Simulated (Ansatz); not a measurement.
# F on Ag(100): change of the work function

How does F on the hollow site change the work function of Ag(100) as the layer fills?

Calculated with Ansatz 0.2.0; plane-wave DFT, PBE, Ansatz PAW.

This is a report of a sequence of runs, with most program output left out.

## (1) Set-up

The cell holds 4 atoms: 4 Ag. Cell: a = 2.892 Å, b = 2.892 Å, c = 24.135 Å, α = 90.0°, β = 90.0°, γ = 90.0°. Vacuum lies along c.

## (2) The clean slab

The bare slab comes first, as the zero from which every change is counted. The two lowest layers are held at bulk places and the upper ones relax. The dipole correction removes the false field that a one-sided slab makes across the periodic vacuum, so each face gets a flat vacuum level of its own.

The input, input.yaml:

```yaml
crystal:
  lattice:
    - [2.8920667351, 0.0, 0.0]
    - [0.0, 2.8920667351, 0.0]
    - [0.0, 0.0, 24.135]
  atoms:
    - { symbol: Ag, position: [0.5, 0.5, 0.3729024239] }
    - { symbol: Ag, position: [0.0, 0.0, 0.4576341413] }
    - { symbol: Ag, position: [0.5, 0.5, 0.5423658587] }
    - { symbol: Ag, position: [0.0, 0.0, 0.6270975761] }
kpoints:
  mp_grid: { grid: [12, 12, 1] }
hamiltonian:
  xc: pbe
scf:
  occupations: { method: fermi_dirac, width: 0.1 }
  convergence: { dr2_threshold: 1.0e-08 }
efield:
  axis: 3
  dipole_correction: true
  ramp_position: 0.97
  ramp_width: 0.06
relax:
  f_tol: 0.02
  max_steps: 60
  constraints: [{ sites: [0, 1] }]
output:
  write_potential: true
  write_density: true
  volumetric_format: npy
```

On the command line:

```
$ ansatz run input.yaml --threads 4 --pin off --max-ram 6144MiB --backend cpu --events-out ev --progress --plain --runs-dir out
```

It took 15 s on 4 threads of Arm Neoverse V2, shared host; peak memory 0.56 GiB.

Relaxation path:

```tsv
step	energy less that of the first step (eV)	largest force component (eV/Å)
1	0.0000	0.1102
2	-0.0053	0.0860
3	-0.0083	0.0061
```

Forces are held to the 8 operations that the run works with; a distortion that breaks them can't arise in this run.

The atoms that moved most (Å):

```tsv
atom	dx	dy	dz	length
Ag4	0.000	0.000	0.093	0.093
Ag3	0.000	0.000	0.063	0.063
```

Final coordinates:

```xyz
4
Lattice="2.8921 0.0000 0.0000 0.0000 2.8921 0.0000 0.0000 0.0000 24.1350" Properties=species:S:1:pos:R:3
Ag    1.4460    1.4460    9.0000
Ag    0.0000    0.0000   11.0450
Ag    1.4460    1.4460   13.1530
Ag    0.0000    0.0000   15.2279
```

This step gave:

```yaml
energy_at_zero_smearing: -30361.3337 eV
work_function_upper_face: 4.243 eV
dipole_along_the_normal: -4.24e-4 e·Å
```

Running mean over 2.045 Å of the planar mean; the ramp of the sawtooth is left out. Electron's electrostatic potential energy less the Fermi level against z:

```tsv
z (Å)	electron's electrostatic potential energy less the Fermi level (eV)
3.0	4.23
3.5	4.23
4.0	4.23
4.5	4.23
5.0	4.23
5.5	4.22
6.0	4.18
6.5	4.06
7.0	3.63
7.5	1.94
8.0	-1.25
8.5	-4.31
9.0	-5.66
9.5	-5.92
10.0	-5.98
10.5	-6.01
11.0	-5.98
11.5	-5.77
12.0	-5.59
12.5	-5.67
13.0	-5.89
13.5	-5.90
14.0	-5.79
14.5	-5.77
15.0	-5.75
15.5	-5.14
16.0	-2.77
16.5	0.614
17.0	3.10
17.5	3.94
18.0	4.16
18.5	4.22
19.0	4.24
19.5	4.24
20.0	4.24
20.5	4.24
21.0	4.24
```

The relaxation took 3 steps and lowered the energy by 0.0083 eV; the largest force on the free atoms ends at 0.0061 eV/Å.

The work function of the upper face is 4.24 eV.

## (3) Adsorbate added, k-mesh 6×6×1, coverage 0.25 ML

System of this step: Ag16F (F/Ag(100)). The cell holds 17 atoms: 16 Ag and 1 F. Cell: a = 5.784 Å, b = 5.784 Å, c = 24.828 Å, α = 90.0°, β = 90.0°, γ = 90.0°. Vacuum lies along c.

The clean slab as it ended is repeated in the plane and the adsorbate is set on one face; the cell's size fixes the coverage, and the k-mesh shrinks with it to keep the sampling density about even. Adsorbate and upper layers relax, since the dipole depends on the height.

The input, input.yaml:

```yaml
crystal:
  lattice:
    - [5.7841334702, 0.0, 0.0]
    - [0.0, 5.7841334702, 0.0]
    - [0.0, 0.0, 24.8279432599]
  atoms:
    - { symbol: Ag, position: [0.25, 0.25, 0.3624947869] }
    - { symbol: Ag, position: [0.0, 0.0, 0.4448616578] }
    - { symbol: Ag, position: [0.25, 0.25, 0.5297657253] }
    - { symbol: Ag, position: [0.0, 0.0, 0.613338894] }
    - { symbol: Ag, position: [0.25, 0.75, 0.3624947869] }
    - { symbol: Ag, position: [0.0, 0.5, 0.4448616578] }
    - { symbol: Ag, position: [0.25, 0.75, 0.5297657253] }
    - { symbol: Ag, position: [0.0, 0.5, 0.613338894] }
    - { symbol: Ag, position: [0.75, 0.25, 0.3624947869] }
    - { symbol: Ag, position: [0.5, 0.0, 0.4448616578] }
    - { symbol: Ag, position: [0.75, 0.25, 0.5297657253] }
    - { symbol: Ag, position: [0.5, 0.0, 0.613338894] }
    - { symbol: Ag, position: [0.75, 0.75, 0.3624947869] }
    - { symbol: Ag, position: [0.5, 0.5, 0.4448616578] }
    - { symbol: Ag, position: [0.75, 0.75, 0.5297657253] }
    - { symbol: Ag, position: [0.5, 0.5, 0.613338894] }
    - { symbol: F, position: [0.25, 0.25, 0.6375052131] }
kpoints:
  mp_grid: { grid: [6, 6, 1] }
hamiltonian:
  xc: pbe
scf:
  occupations: { method: fermi_dirac, width: 0.1 }
  convergence: { dr2_threshold: 1.0e-08 }
efield:
  axis: 3
  dipole_correction: true
  ramp_position: 0.97
  ramp_width: 0.06
relax:
  f_tol: 0.02
  max_steps: 60
  constraints: [{ sites: [0, 1, 4, 5, 8, 9, 12, 13] }]
output:
  dos: { projected: true, e_range: [-8, 4] }
  write_potential: true
  write_density: true
  volumetric_format: npy
  elf: true
```

The job ended after 3.1 min (4 threads; peak memory 3.8 GiB).

This run has no spin polarisation although its electron count is odd.

Relaxation path:

```tsv
step	energy less that of the first step (eV)	largest force component (eV/Å)
1	0.0000	2.9762
2	-0.8501	1.2428
3	-1.0781	0.9026
4	-1.2065	0.2821
5	-1.2258	0.0123
```

The run keeps the 8 symmetry operations that it works with, so distortions that break them were not tested.

The atoms that moved most (Å):

```tsv
atom	dx	dy	dz	length
F17	0.000	0.000	0.728	0.728
Ag15	0.000	0.000	0.054	0.054
Ag4	-0.020	-0.020	0.017	0.033
Ag12	0.020	-0.020	0.017	0.033
Ag8	-0.020	0.020	0.017	0.033
Ag16	0.020	0.020	0.017	0.033
Ag3	0.000	0.000	-0.027	0.027
Ag11	0.000	0.000	0.010	0.010
```

Final coordinates:

```
Ag F
1.0
     5.78413    0.00000    0.00000
     0.00000    5.78413    0.00000
     0.00000    0.00000   24.82794
Ag F
16 1
Direct
  0.25000 0.25000 0.36249
  0.00000 0.00000 0.44486
  0.25000 0.25000 0.52868
  0.99660 0.99660 0.61404
  0.25000 0.75000 0.36249
  0.00000 0.50000 0.44486
  0.25000 0.75000 0.53015
  0.99660 0.50340 0.61404
  0.75000 0.25000 0.36249
  0.50000 0.00000 0.44486
  0.75000 0.25000 0.53015
  0.50340 0.99660 0.61404
  0.75000 0.75000 0.36249
  0.50000 0.50000 0.44486
  0.75000 0.75000 0.53194
  0.50340 0.50340 0.61404
  0.25000 0.25000 0.66684
```

This step gave:

```yaml
energy_at_zero_smearing: -122253.5241 eV
work_function_upper_face: 5.148 eV
work_function_lower_face: 4.195 eV
dipole_along_the_normal: -0.1761 e·Å
step_between_the_vacuum_levels: 0.9527 eV
```

Running mean over 2.045 Å of the planar mean; the ramp of the sawtooth is left out. Electron's electrostatic potential energy less the Fermi level against z:

```tsv
z (Å)	electron's electrostatic potential energy less the Fermi level (eV)
3.5	4.20
4.0	4.20
4.5	4.19
5.0	4.19
5.5	4.18
6.0	4.15
6.5	4.03
7.0	3.59
7.5	1.92
8.0	-1.26
8.5	-4.30
9.0	-5.66
9.5	-5.92
10.0	-5.98
10.5	-6.01
11.0	-5.97
11.5	-5.73
12.0	-5.50
12.5	-5.57
13.0	-5.81
13.5	-5.80
14.0	-5.66
14.5	-5.63
15.0	-5.68
15.5	-5.40
16.0	-3.38
16.5	0.115
17.0	2.87
17.5	4.22
18.0	4.92
18.5	5.11
19.0	5.14
19.5	5.15
20.0	5.15
20.5	5.15
21.0	5.15
21.5	5.15
```

The density of states has structure finer than the step of the table below, so its rows give means over 0.25 eV, whole bins alone (the curve runs from -8 to 1.98 eV). Peaks (eV: height): -4.840: 101, -4.780: 89.6, -4.510: 71.5, -4.330: 70.4, -3.130: 79.0, -3.040: 77.4, -2.920: 76.1.

The density of states by energy, zero at the Fermi level; means over each step:

```tsv
energy (eV)	density of states (states/eV a cell)
-7.25	0.00128
-7.00	1.05
-6.75	1.41
-6.50	1.69
-6.25	2.07
-6.00	17.1
-5.75	43.6
-5.50	47.3
-5.25	44.5
-5.00	41.9
-4.75	50.5
-4.50	48.9
-4.25	58.4
-4.00	52.0
-3.75	54.0
-3.50	55.5
-3.25	60.7
-3.00	60.9
-2.75	25.2
-2.50	13.0
-2.25	6.03
-2.00	4.98
-1.75	3.22
-1.50	4.41
-1.25	4.37
-1.00	3.71
-0.75	3.54
-0.50	4.41
-0.25	4.54
0.00	3.92
0.25	6.21
0.50	4.74
0.75	4.94
1.00	4.56
1.25	3.14
1.50	6.23
1.75	5.29
```

Projected DOS per atom over height of the atomic layer and energy from the Fermi level. Layers: Ag4 Ag4 Ag4 Ag4 F from below.

Values in states/eV, 22 rows by 5 columns, each cell a mean:
```
0.14 0.18 0.21 0.17 0.06
0.16 0.12 0.15 0.17 0.06
0.19 0.19 0.18 0.21 0.07
0.25 0.25 0.19 0.25 0.10
0.24 0.23 0.19 0.22 0.09
0.27 0.19 0.18 0.24 0.15
0.24 0.18 0.18 0.20 0.15
0.27 0.23 0.22 0.24 0.23
0.24 0.19 0.21 0.23 0.42
0.25 0.19 0.26 0.93 1.50
1.38 1.55 2.09 2.74 1.61
4.38 3.53 2.95 4.42 0.80
4.13 2.82 2.90 3.60 1.18
4.34 2.53 3.05 3.61 1.46
2.88 3.09 3.25 2.26 1.73
2.56 2.68 2.89 2.68 1.70
2.21 3.78 3.34 1.80 1.33
0.67 2.45 1.95 0.50 0.23
0.05 0.19 0.16 0.04 0.01
0.04 0.14 0.12 0.03 0.01
0.00 0.00 0.00 0.00 0.00
0.00 0.00 0.00 0.00 0.00
```
Columns: height of the atomic layer (Å) from 9 to 16.6 (not evenly spaced); rows upwards: energy from the Fermi level (eV) from -7.96 to 1.95.

Valence density in the ca plane at fractional y = 0.250, with atoms of Ag and F within 0.2 Å of it. It is the smooth field of the valence electrons, not physical close to the nuclei.

Ten steps, logarithmic in the rise over the least value, from '0' (0 e/Å³) to '9' (18 e/Å³), each cell a mean:
```
01122111111111221111110000000000000000000000
12455311111123554211110000000000000000000000
14798621101136887311000000000000000000000000
25899731001137998411000000000000000000000000
14788621101136887311000000000000000000000000
12455311111123554211110000000000000000000000
01222111111111221111110000000000000000000000
01111111111111111111111000000000000000000000
01343211111112332111111221000000000000000000
13677421111125775211112554200000000000000000
15899631001147997410014786310000000000000000
15899631001147997410014786310000000000000000
13677421111125775211112454200000000000000000
01233211111112332111111221000000000000000000
01111111111111111111111000000000000000000000
```
Columns run along c (16.0 Å, from fractional 0.32 to 0.96 of the cell), rows up along a (5.8 Å). Atoms in or near the plane, at fractional coordinates: Ag at (0.36, 0.25), Ag at (0.53, 0.25), Ag at (0.36, 0.75), Ag at (0.53, 0.75), F at (0.67, 0.25).

Electrostatic potential energy in the ca plane at fractional y = 0.250, with atoms of Ag and F within 0.2 Å of it. With pseudopotentials it is smooth inside the atoms' cores, unlike the true potential.

Values in eV, 8 rows by 16 columns, each cell a mean:
```
  1  -7   3   4   2  -8   2   4   6   7   8   8   8   7   7   7
-13 -32  -2   6  -8 -33  -7   6   6   7   7   8   8   7   7   7
 -9 -28  -1   5  -5 -29  -5   5   6   7   7   8   8   7   7   7
  4  -1   4   4   4  -1   4   3   6   7   8   8   8   8   7   7
  1  -7   3   4   2  -7   3   4   5   8   8   8   8   8   7   7
-13 -32  -2   6  -9 -33  -6   6 -20  -8   8   8   8   8   7   7
 -9 -28  -1   5  -6 -29  -4   6 -12  -3   8   8   8   8   7   7
  4  -1   4   4   3  -1   4   4   6   8   8   8   8   8   7   7
```
Columns run along c (16.0 Å, from fractional 0.32 to 0.96 of the cell; values clipped at the 3rd and 97th percentile), rows up along a (5.8 Å). Atoms in or near the plane, at fractional coordinates: Ag at (0.36, 0.25), Ag at (0.53, 0.25), Ag at (0.36, 0.75), Ag at (0.53, 0.75), F at (0.67, 0.25).

ELF in the ca plane at fractional y = 0.250, with atoms of Ag and F within 0.2 Å of it. It is the smooth field of the valence electrons, not physical close to the nuclei.

Ten even steps from '0' (0.00) to '9' (0.81), each cell a mean:
```
12222222222222222222111000000000000000000000
22454322112223553222111100000000000000000000
24687522112236786322211100000000000000000000
25799632111236997422211100000000000000000000
24687522112235786322211100000000000000000000
22454322112223453222111100000000000000000000
12222222222222222222111000000000000000000000
12222222222222222221111111100000000000000000
12333222222222332211111465310000000000000000
23566422112225665211115999741000000000000000
25798632112236996321038979952000000000000000
25798632112236996321038979952000000000000000
23566422112225665211115999741000000000000000
12333222222222332211111465310000000000000000
11222222222222222221111011000000000000000000
```
Columns run along c (16.0 Å, from fractional 0.32 to 0.96 of the cell), rows up along a (5.8 Å). Atoms in or near the plane, at fractional coordinates: Ag at (0.36, 0.25), Ag at (0.53, 0.25), Ag at (0.36, 0.75), Ag at (0.53, 0.75), F at (0.67, 0.25).

The relaxation took 5 steps and lowered the energy by 1.2 eV; the largest force on the free atoms ends at 0.012 eV/Å.

By hand: a sheet of dipoles makes a step −p/(ε₀A) in the electron's potential. With e/ε₀ = 180.95 V·Å, p = -0.1761 e·Å and A = 33.46 Å², that is −180.95 × (-0.1761) / 33.46 = +0.953 eV, and the two vacuum levels of the run differ by +0.953 eV.

The covered face has 5.15 eV, +0.91 eV against the clean one; the bare back face has moved by -0.04 eV, a measure of how thin the slab is.

## (4) Adsorbate added, k-mesh 12×12×1, coverage 1 ML

System of this step: Ag4F (F/Ag(100)). The cell holds 5 atoms: 4 Ag and 1 F. Its edges and angles: a = 2.892 Å, b = 2.892 Å, c = 24.828 Å, α = 90.0°, β = 90.0°, γ = 90.0°. Vacuum lies along c.

Another coverage, to see how the dipoles act on each other as their distance changes.

input.yaml, the sections that differ from step 3:

```yaml
crystal:
  lattice:
    - [2.8920667351, 0.0, 0.0]
    - [0.0, 2.8920667351, 0.0]
    - [0.0, 0.0, 24.8279432599]
  atoms:
    - { symbol: Ag, position: [0.5, 0.5, 0.3624947869] }
    - { symbol: Ag, position: [0.0, 0.0, 0.4448616578] }
    - { symbol: Ag, position: [0.5, 0.5, 0.5297657253] }
    - { symbol: Ag, position: [0.0, 0.0, 0.613338894] }
    - { symbol: F, position: [0.5, 0.5, 0.6375052131] }
kpoints:
  mp_grid: { grid: [12, 12, 1] }
relax:
  f_tol: 0.02
  max_steps: 60
  constraints: [{ sites: [0, 1] }]
output:
  write_potential: true
  write_density: true
  volumetric_format: npy
# hamiltonian, scf, efield: as in step 3
```

Elapsed: 25 s, on 4 threads; peak memory 0.61 GiB.

Relaxation path:

```tsv
step	energy less that of the first step (eV)	largest force component (eV/Å)
1	0.0000	2.7779
2	-0.5809	1.6537
3	-0.7987	0.6145
4	-0.8326	0.0235
5	-0.8328	0.0029
```

Forces are held to the 8 operations that the run works with; a distortion that breaks them can't arise in this run.

The atoms that moved most (Å):

```tsv
atom	dx	dy	dz	length
F5	0.000	0.000	0.534	0.534
Ag4	0.000	0.000	-0.012	0.012
```

The relaxed structure:

```
Ag F
1.0
     2.89207    0.00000    0.00000
     0.00000    2.89207    0.00000
     0.00000    0.00000   24.82794
Ag F
4 1
Direct
  0.50000 0.50000 0.36249
  0.00000 0.00000 0.44486
  0.50000 0.50000 0.52982
  0.00000 0.00000 0.61284
  0.50000 0.50000 0.65903
```

Numbers from this step:

```
energy at zero smearing        : -31168.9897 eV
work function, upper face      : 8.497 eV
work function, lower face      : 4.298 eV
dipole along the normal        : -0.1941 e·Å
step between the vacuum levels : 4.199 eV
```

Running mean over 2.045 Å of the planar mean; the ramp of the sawtooth is left out. Electron's electrostatic potential energy less the Fermi level against z:

z (Å), electron's electrostatic potential energy less the Fermi level (eV) and a bar from the least value:
```
        4       4.30 #####################
        5       4.29 #####################
        6       4.25 #####################
        7       3.68 ####################
        8      -1.21 ##########
        9      -5.63 #
       10      -5.97 
       11      -5.98 
       12      -5.52 #
       13      -5.67 #
       14      -5.33 #
       15      -5.20 ##
       16      -3.64 #####
       17       3.87 ####################
       18       8.24 #############################
       19       8.49 ##############################
       20       8.50 ##############################
       21       8.50 ##############################
```

The relaxation took 5 steps and lowered the energy by 0.83 eV; the largest force on the free atoms ends at 0.0029 eV/Å.

The covered face has 8.50 eV, +4.25 eV against the clean one; the bare back face has moved by +0.06 eV, a measure of how thin the slab is.

## (5) Work function against coverage

This step: plane-wave DFT, PBE, Ansatz PAW; work function against coverage (Ansatz 0.2.0).

The runs are now put side by side.

Numbers from this step:

| Item | Value |
| --- | --- |
| work function of the clean face | 4.243 eV |
| largest change of the work function | 4.254 eV |

Table of work function of the covered face by coverage:

```tsv
coverage (adsorbates/nm²)	work function of the covered face (eV)
0.00	4.24
2.99	5.15
11.96	8.50
```

The dipole per adsorbate comes from the change of the cell's dipole. Coverage, by row:

```tsv
coverage (1/nm²)	coverage (ML)	work function (eV)	change (eV)	dipole per adsorbate, positive end outwards (debye)	mean height of the added atoms over the highest substrate atom (Å)
2.989	0.25	5.148	0.9051	-0.838	1.311
11.96	1	8.497	4.254	-0.93	1.147
```

## (6) Outcome

```json
{
 "work function of the clean face": "4.24 eV",
 "work function at 0.25 ML": "5.15 eV",
 "work function at 1 ML": "8.50 eV",
 "dipole per adsorbate at 0.25 ML, positive end outwards": "-0.84 D"
}
```

F raises the work function of Ag(100) at the lowest coverage, by 0.91 eV: the adsorbate layer has its negative end outwards. The slab has 4 layers, at the tabulated experimental lattice constant, one starting site was run, and quantum-size effects of a slab this thin can reach one or two tenths of an eV.

[Logs are printed without paths, hosts, clocks, repeated set-up lines and the standing remarks that a program may print on its own settings, such as how far it seeks lower states.]

[Hosts, paths, dates, database ids (printed as entryN), source tags and the programs' standing remarks are cut or masked in the printed files.]

[Maps of the electrostatic potential energy from Ansatz leave out the sawtooth potential of an applied field or a dipole correction, so their vacuum need not be flat; planar profiles and work functions include it.]

[The density of states shown here was stored with 400 of the rows of the run's finer table, so its peaks can read low, often by over a quarter, or be missed, and its means over a window can be off by a tenth or more.]
